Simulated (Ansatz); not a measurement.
# A hypothetical structure for ZrVCu4, part 2 of 2

This structure for ZrVCu4 is made up. Its elements were placed in a known structure type with a cell scaled to their sizes. What cell does the guess relax to, and how far off was it?

Ansatz 0.2.0; DFT, PBEsol, plane-wave PAW, files of the set soft_1, scalar-relativistic, ferromagnetic start, cell and ions relaxed at zero pressure; PAW set soft_1 (the session's first sound run).

So far: Starting point; Relaxation of the guess. The relaxed cell has a = 6.890 Å (conventional setting).

## 3. Bands of the relaxed cell

A second self-consistent run takes a narrower smearing and the mesh shown in its input; the bands follow along the standard path of the relaxed lattice.

This step: DFT, PBEsol, plane-wave PAW, files of the set soft_1, scalar-relativistic, ferromagnetic start, bands and density of states at the relaxed cell; PAW set soft_1 (Ansatz 0.2.0).

File input.yaml:

```yaml
crystal:
  lattice:
    - [0.0, 3.4451919081, 3.4451919081]
    - [3.4451919081, 0.0, 3.4451919081]
    - [3.4451919081, 3.4451919081, 0.0]
  atoms:
    - { symbol: Zr, position: [0.5, 0.5, 0.5], spin: 0.4 }
    - { symbol: Cu, position: [0.8756482665, 0.3730552006, 0.8756482665] }
    - { symbol: Cu, position: [0.8756482665, 0.8756482665, 0.8756482665] }
    - { symbol: Cu, position: [0.8756482665, 0.8756482665, 0.3730552006] }
    - { symbol: Cu, position: [0.3730552006, 0.8756482665, 0.8756482665] }
    - { symbol: V, position: [0.25, 0.25, 0.25], spin: 2.4 }
magnetization:
  spin_polarized: true
kpoints:
  mp_grid: { grid: [8, 8, 8] }
  band_path:
    path:
      - [[0.0, 0.0, 0.0], [0.5, 0.0, 0.5], [0.5, 0.25, 0.75], [0.375, 0.375, 0.75], [0.0, 0.0, 0.0], [0.5, 0.5, 0.5], [0.625, 0.25, 0.625], [0.5, 0.25, 0.75], [0.5, 0.5, 0.5], [0.375, 0.375, 0.75]]
      - [[0.625, 0.25, 0.625], [0.5, 0.0, 0.5]]
    npoints: 8
scf:
  occupations: { method: fermi_dirac, width: 0.03 }
  n_extra_bands: 12
hamiltonian:
  xc: pbesol
  pseudopotentials: { kind: paw, azcp: { folder: soft_1 }, xc_functional: pbe }
output:
  forces: true
  stress: true
  write_bands: true
  dos: { projected: true }
  write_density: true
  write_potential: true
  elf: true
  volumetric_format: npy
```

Run with:

```
> ansatz run input.yaml --threads 4 --pin off --max-ram 10240MiB --backend cpu --events-out ev --progress --plain --runs-dir out
```

Numbers of over 12 decimals in the logs are rounded to 6 here.

What it wrote:

```text
[...]
Crystal: 6 atoms, lattice volume = 81.784 Å³
Basis set: ecut = 420 eV, 1639 PW (Γ), exchange–correlation on 72×72×72 points (8 copies of the dense FFT grid, shifted against one another)
Bands: 63, of which v1, the nominal top of the filled ones, is band 51 counted from 1 (50 counted from 0)
Symmetry: 24 space group operations
[...]
k-points: 29 of 512 (time reversal used)
[...]
Starting moments: Σ|m| = 2.8 μB on 2 of 6 sites
[...]
SCF iter   1: F=—  HF=-33384.074847 eV  |F-HF|=—  |Δ(HF+E_count)|=         —  Δρ=2.74e-1 (↑2.54e-1 ↓2.74e-1)  dr2=1.64e2  dr2_m=2.07e0  M=0.853 μB ∫|m|=0.956 μB  β_m=0.30  ethr=3.10e-3  ⟨swp⟩=5.0  Hψ=11200  notcnv=0
[...]
SCF iter  15: F=-33369.080733 eV  HF=-33369.080733 eV  |F-HF|=2.90e-8  |Δ(HF+E_count)|=   4.85e-9  Δρ=4.53e-6 (↑4.53e-6 ↓1.63e-6)  dr2=3.32e-8  dr2_m=3.01e-9  M=3.961 μB ∫|m|=4.022 μB  ethr=9.66e-11  ⟨swp⟩=10.9  Hψ=20214  notcnv=0
SCF 1 converged in 15 iterations: F = -33369.080733 eV  dr2 = 3.32e-8
[...]
NSCF: frozen V_eff on 82 k-points
SCF converged after 15 iterations
Magnetization: 3.9612 μB (52.4806 up, 48.5194 down)
Absolute magnetization: 4.0226 μB (∫|ρ↑−ρ↓|, with the PAW one-centre terms)
[...]
Per-site moments (μB) at R_I (Å): [(0.387352, 1.178908), (0.119905, 0.999687), (0.119905, 0.999687), (0.119905, 0.999687), (0.119905, 0.999687), (2.373384, 1.177797)]
Free energy (F): -33369.080733 eV
[...]
Internal energy: -33369.065377 eV  (E = F + TS)
E sigma→0 (E₀):  -33369.073055 eV
Entropy (-TS):   -0.015356 eV (-2.559 meV/atom)
Fermi energy:    16.155892 eV
[...]
--- Forces (eV/Å), atoms counted from 1 ---
  atom   1  Zr     0.00000000    -0.00000000    -0.00000000
  atom   2  Cu     0.00572331    -0.00572331     0.00572331
  atom   3  Cu    -0.00572331    -0.00572331    -0.00572331
  atom   4  Cu     0.00572331     0.00572331    -0.00572331
  atom   5  Cu    -0.00572331     0.00572331     0.00572331
  atom   6  V      0.00000000     0.00000000     0.00000000
  max |Σ_I F_I| component: 6.53e-17 eV/Å
--- Stress (GPa, compression-positive) ---
        0.031660      -0.000000      -0.000000
        0.000000       0.031660       0.000000
       -0.000000       0.000000       0.031660
  P = ⅓ Tr σ = 0.0317 GPa (0.317 kbar)
--- Band table (eV; the first three rows and the last of 58) ---
  k-point 0 ↑: bands = [... 47 lower, 14.7834, 14.7834, 14.7834, 15.7847, 15.7847, 15.7847, 16.0338, 18.2699, ... 8 higher]
  k-point 1 ↑: bands = [... 47 lower, 14.5791, 15.0583, 15.0583, 15.0956, 15.7571, 15.7571, 16.6783, 18.2327, ... 8 higher]
  k-point 2 ↑: bands = [... 47 lower, 15.0278, 15.0278, 15.2962, 15.2962, 15.7426, 15.7426, 17.1054, 18.1759, ... 8 higher]
  k-point 28 ↓: bands = [... 47 lower, 14.8433, 16.8440, 16.9044, 17.1010, 17.2667, 18.0416, 18.3881, 18.7070, ... 8 higher]
```

Elapsed: 21 s, on 4 threads of AMD EPYC 7B13 (Zen 3), shared host; peak memory 0.79 GiB.

Numbers from this step:

```yaml
free_energy: -33369.0807 eV
energy_at_zero_smearing: -33369.0731 eV
smearing_term_ts: 0.01536 eV
magnetization: 3.961 μB
absolute_magnetization: 4.023 μB
site_moments: 0.3874, 0.1199, 0.1199, 0.1199, 0.1199, 2.373 μB
pressure: 0.03166 GPa
```

bands.tsv at the labelled points (eV, zero at the Fermi level; the bands that come nearest the Fermi level along the path):

```
point  band_50_up  band_51_up  band_52_up  band_53_up  band_47_dn  band_48_dn  band_49_dn  band_50_dn
    Γ       -0.37       -0.37       -0.37       -0.12       -0.78       -0.78       -0.78       -0.11
    X        0.00        0.05        0.05        0.95       -0.57        0.27        0.27        1.20
    W       -0.39       -0.33        0.46        1.28       -1.31        0.69        0.75        0.95
    K       -0.27       -0.02        0.15        0.95       -0.47        0.06        0.92        0.95
    Γ       -0.37       -0.37       -0.37       -0.12       -0.78       -0.78       -0.78       -0.11
    L       -0.47       -0.14       -0.14        0.05       -0.07       -0.01        0.33        0.33
    U       -0.27       -0.02        0.15        0.95       -0.47        0.06        0.92        0.95
    W       -0.39       -0.33        0.46        1.28       -1.31        0.69        0.75        0.95
    L       -0.47       -0.14       -0.14        0.05       -0.07       -0.01        0.33        0.33
    K       -0.27       -0.02        0.15        0.95       -0.47        0.06        0.92        0.95
    U       -0.27       -0.02        0.15        0.95       -0.47        0.06        0.92        0.95
    X        0.00        0.05        0.05        0.95       -0.57        0.27        0.27        1.20
```

## 4. What came out

| Property | Result |
| --- | --- |
| space group, relaxed | F-43m |
| conventional cell | a = 6.890, b = 6.890, c = 6.890 Å; α = 90.0°, β = 90.0°, γ = 90.0° |
| volume per atom | 13.63 Å³ (guess 13.21) |
| total moment | 3.92 μB in the cell of 6 atoms |

What this shows: ZrVCu4 relaxes to F-43m with a = 6.890, b = 6.890 and c = 6.890 Å. The guessed volume was 3 % too small. The space group F-43m was held in the relaxation, so the end point is a stationary structure within it and may be a saddle against distortions or other arrangements. The input starts from parallel moments, and no other start was typed. Bands cross the Fermi level, so it is a metal or semimetal at this level. On the 8×8×8 mesh with the narrower smearing (relaxed on 7×7×7) the largest force component is 0.006 eV/Å and the largest stress component is 0.032 GPa, within the relaxation's thresholds of 0.015 eV/Å and 0.05 GPa. The cutoff wasn't tested. No dispersion term is used, so weakly bound directions may come out too long. Nothing here tests whether the compound is stable against decomposition.

[Logs are printed without paths, hosts, clocks, repeated set-up lines and the standing remarks that a program may print on its own settings, such as how far it seeks lower states.]

[Hosts, paths, dates, database ids (printed as entryN), source tags and the programs' standing remarks are cut or masked in the printed files.]
